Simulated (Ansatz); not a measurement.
# P on Pt(111): change of the work function, part 2 of 2

Wanted: Δφ(θ) for P/Pt(111), starting from the fcc site.

Ansatz 0.2.0; plane-wave DFT, PBE, Ansatz PAW.

So far, work function, upper face (eV): step 2 (the clean slab) 5.70; step 3 (37 atoms, coverage 0.111 ML, cell 3x3) 5.42; step 4 (17 atoms, coverage 0.25 ML, cell 2x2) 5.12.

## (5) Adsorbate added, k-mesh 6×6×1, coverage 0.5 ML

System of this step: PPt8 (P/Pt(111)). The cell holds 18 atoms: 16 Pt and 2 P. Its edges and angles: a = 5.544 Å, b = 5.544 Å, c = 26.830 Å, α = 90.0°, β = 90.0°, γ = 60.0°. Vacuum lies along c.

input.yaml reads:

```yaml
crystal:
  lattice:
    - [5.5437171645, 1.0e-10, 0.0]
    - [2.7718585822, 4.8009998959, 0.0]
    - [0.0, 0.0, 26.8299262904]
  atoms:
    - { symbol: Pt, position: [0.0, 0.0, 0.3354463185] }
    - { symbol: Pt, position: [0.1666666667, 0.1666666667, 0.4198003727] }
    - { symbol: Pt, position: [0.3333333333, 0.3333333333, 0.5057774816] }
    - { symbol: Pt, position: [0.0, 0.0, 0.5928265803] }
    - { symbol: Pt, position: [0.0, 0.5, 0.3354463185] }
    - { symbol: Pt, position: [0.1666666667, 0.6666666667, 0.4198003727] }
    - { symbol: Pt, position: [0.3333333333, 0.8333333333, 0.5057774816] }
    - { symbol: Pt, position: [0.0, 0.5, 0.5928265803] }
    - { symbol: Pt, position: [0.5, 0.0, 0.3354463185] }
    - { symbol: Pt, position: [0.6666666667, 0.1666666667, 0.4198003727] }
    - { symbol: Pt, position: [0.8333333333, 0.3333333333, 0.5057774816] }
    - { symbol: Pt, position: [0.5, 0.0, 0.5928265803] }
    - { symbol: Pt, position: [0.5, 0.5, 0.3354463185] }
    - { symbol: Pt, position: [0.6666666667, 0.6666666667, 0.4198003727] }
    - { symbol: Pt, position: [0.8333333333, 0.8333333333, 0.5057774816] }
    - { symbol: Pt, position: [0.5, 0.5, 0.5928265803] }
    - { symbol: P, position: [0.1666666667, 0.1666666667, 0.6645536815] }
    - { symbol: P, position: [0.6666666667, 0.1666666667, 0.6645536815] }
kpoints:
  mp_grid: { grid: [6, 6, 1] }
hamiltonian:
  xc: pbe
scf:
  occupations: { method: fermi_dirac, width: 0.1 }
  convergence: { dr2_threshold: 1.0e-08 }
efield:
  axis: 3
  dipole_correction: true
  ramp_position: 0.97
  ramp_width: 0.06
relax:
  f_tol: 0.02
  max_steps: 60
  constraints: [{ sites: [0, 1, 4, 5, 8, 9, 12, 13] }]
output:
  dos: { projected: true, e_range: [-8, 4] }
  write_potential: true
  write_density: true
  volumetric_format: npy
  elf: true
```

On the command line:

```console
ansatz run input.yaml --threads 4 --pin off --max-ram 16384MiB --backend cpu --events-out ev --progress --plain --runs-dir out
```

Elapsed: 5.6 min, on 4 threads of Arm Neoverse V1, shared host; peak memory 3.4 GiB; 22 min of CPU time.

Relaxation path:

```tsv
step	energy less that of the first step (eV)	largest force component (eV/Å)
1	0.0000	2.1404
2	-0.6891	0.8769
3	-0.7627	0.3148
4	-0.7596	0.1333
5	-0.7760	0.0161
```

Relaxation step 4 was tried and not accepted.

Forces are held to the 4 operations that the run works with; a distortion that breaks them can't arise in this run.

The atoms that moved most (Å):

```tsv
atom	dx	dy	dz	length
Pt4	0.000	-0.117	0.161	0.199
Pt12	0.000	-0.117	0.161	0.199
P18	0.000	0.077	-0.132	0.152
P17	0.000	0.077	-0.132	0.152
Pt16	0.000	-0.047	0.067	0.082
Pt8	0.000	-0.047	0.067	0.082
Pt7	0.000	-0.027	0.065	0.070
Pt15	0.000	-0.027	0.065	0.070
```

Final coordinates:

```xyz
18
Lattice="5.5437 0.0000 0.0000 2.7719 4.8010 0.0000 0.0000 0.0000 26.8299" Properties=species:S:1:pos:R:3
Pt    0.0000    0.0000    9.0000
Pt    1.3859    0.8002   11.2632
Pt    2.7719    1.5692   13.5848
Pt    0.0000   -0.1175   16.0663
Pt    1.3859    2.4005    9.0000
Pt    2.7719    3.2007   11.2632
Pt    4.1578    3.9738   13.6349
Pt    1.3859    2.3536   15.9727
Pt    2.7719    0.0000    9.0000
Pt    4.1578    0.8002   11.2632
Pt    5.5437    1.5692   13.5848
Pt    2.7719   -0.1175   16.0663
Pt    4.1578    2.4005    9.0000
Pt    5.5437    3.2007   11.2632
Pt    6.9296    3.9738   13.6349
Pt    4.1578    2.3536   15.9727
P     1.3859    0.8769   17.6982
P     4.1578    0.8769   17.6982
```

The relaxation took 5 steps and lowered the energy by 0.78 eV; the largest force on the free atoms ends at 0.016 eV/Å.

The covered face has 4.95 eV, -0.75 eV against the clean one; the bare back face has moved by +0.04 eV, a measure of how thin the slab is.

## (6) The covered slab, k-mesh 12×12×1, coverage 1 ML

System of this step: PPt4 (P/Pt(111)). The cell holds 5 atoms: 4 Pt and 1 P. Cell: a = 2.772 Å, b = 2.772 Å, c = 26.830 Å, α = 90.0°, β = 90.0°, γ = 60.0°. Vacuum lies along c.

input.yaml, the sections that differ from step 5:

```yaml
crystal:
  lattice:
    - [2.7718585823, 0.0, 0.0]
    - [1.3859292911, 2.4004999479, 0.0]
    - [0.0, 0.0, 26.8299262904]
  atoms:
    - { symbol: Pt, position: [0.0, 0.0, 0.3354463185] }
    - { symbol: Pt, position: [0.3333333333, 0.3333333333, 0.4198003727] }
    - { symbol: Pt, position: [0.6666666667, 0.6666666667, 0.5057774816] }
    - { symbol: Pt, position: [0.0, 0.0, 0.5928265803] }
    - { symbol: P, position: [0.3333333333, 0.3333333333, 0.6645536815] }
kpoints:
  mp_grid: { grid: [12, 12, 1] }
relax:
  f_tol: 0.02
  max_steps: 60
  constraints: [{ sites: [0, 1] }]
output:
  write_potential: true
  write_density: true
  volumetric_format: npy
# hamiltonian, scf, efield: as in step 5
```

The job ended after 21 s (4 threads; peak memory 0.52 GiB).

Relaxation path:

```tsv
step	energy less that of the first step (eV)	largest force component (eV/Å)
1	0.0000	0.8443
2	-0.0208	0.2412
3	-0.0337	0.0967
4	-0.0348	0.0042
```

The run keeps the 6 symmetry operations that it works with, so distortions that break them were not tested.

The atoms that moved most (Å):

```tsv
atom	dx	dy	dz	length
Pt4	0.000	0.000	0.117	0.117
P5	0.000	0.000	0.050	0.050
Pt3	0.000	0.000	0.035	0.035
```

The relaxed structure:

```cif
data_structure
_symmetry_space_group_name_H-M 'P 1'
_symmetry_Int_Tables_number 1
_cell_length_a 2.7719
_cell_length_b 2.7719
_cell_length_c 26.8299
_cell_angle_alpha 90.000
_cell_angle_beta 90.000
_cell_angle_gamma 60.000
_cell_volume 178.52
loop_
_atom_site_label
_atom_site_type_symbol
_atom_site_fract_x
_atom_site_fract_y
_atom_site_fract_z
_atom_site_occupancy
Pt1 Pt 0.00000 0.00000 0.33545 1
Pt2 Pt 0.33333 0.33333 0.41980 1
Pt3 Pt 0.66667 0.66667 0.50707 1
Pt4 Pt 0.00000 0.00000 0.59717 1
P5 P 0.33333 0.33333 0.66643 1
```

The relaxation took 4 steps and lowered the energy by 0.035 eV; the largest force on the free atoms ends at 0.0042 eV/Å.

The covered face has 4.70 eV, -1.00 eV against the clean one; the bare back face has moved by -0.01 eV, a measure of how thin the slab is.

## (7) Work function against coverage

This step: plane-wave DFT, PBE, Ansatz PAW; work function against coverage (Ansatz 0.2.0).

The runs are now put side by side.

This step gave:

```yaml
work_function_of_the_clean_face: 5.703 eV
largest_change_of_the_work_function: -1.004 eV
```

The work function of the covered face by coverage:

```tsv
coverage (adsorbates/nm²)	work function of the covered face (eV)
0.00	5.70
1.67	5.42
3.76	5.12
7.51	4.95
15.03	4.70
```

The dipole per adsorbate comes from the change of the cell's dipole. Coverage, by row:

```tsv
coverage (1/nm²)	coverage (ML)	work function (eV)	change (eV)	dipole per adsorbate, positive end outwards (debye)	mean height of the added atoms over the highest substrate atom (Å)
1.67	0.1111	5.416	-0.2874	0.469	1.541
3.757	0.25	5.118	-0.5853	0.42	1.57
7.514	0.5	4.949	-0.7543	0.281	1.632
15.03	1	4.699	-1.004	0.176	1.858
```

## (8) Summary of results

```
work function of the clean face                        : 5.70 eV
work function at 0.11 ML                               : 5.42 eV
work function at 0.25 ML                               : 5.12 eV
work function at 0.5 ML                                : 4.95 eV
work function at 1 ML                                  : 4.70 eV
dipole per adsorbate at 0.11 ML, positive end outwards : 0.47 D
```

What this shows: P lowers the work function of Pt(111) at the lowest coverage, by 0.29 eV: the adsorbate layer has its positive end outwards. The dipole per adsorbate falls from 0.47 to 0.18 D as the layer fills. Neighbouring dipoles depolarise each other, and heights and bonding change with coverage too. The slab has 4 layers, at the tabulated experimental lattice constant, one starting site was run, and quantum-size effects of a slab this thin can reach one or two tenths of an eV.

[Logs are printed without paths, hosts, clocks, repeated set-up lines and the standing remarks that a program may print on its own settings, such as how far it seeks lower states.]

[Hosts, paths, dates, database ids (printed as entryN), source tags and the programs' standing remarks are cut or masked in the printed files.]

[Maps of the electrostatic potential energy from Ansatz leave out the sawtooth potential of an applied field or a dipole correction, so their vacuum need not be flat; planar profiles and work functions include it.]
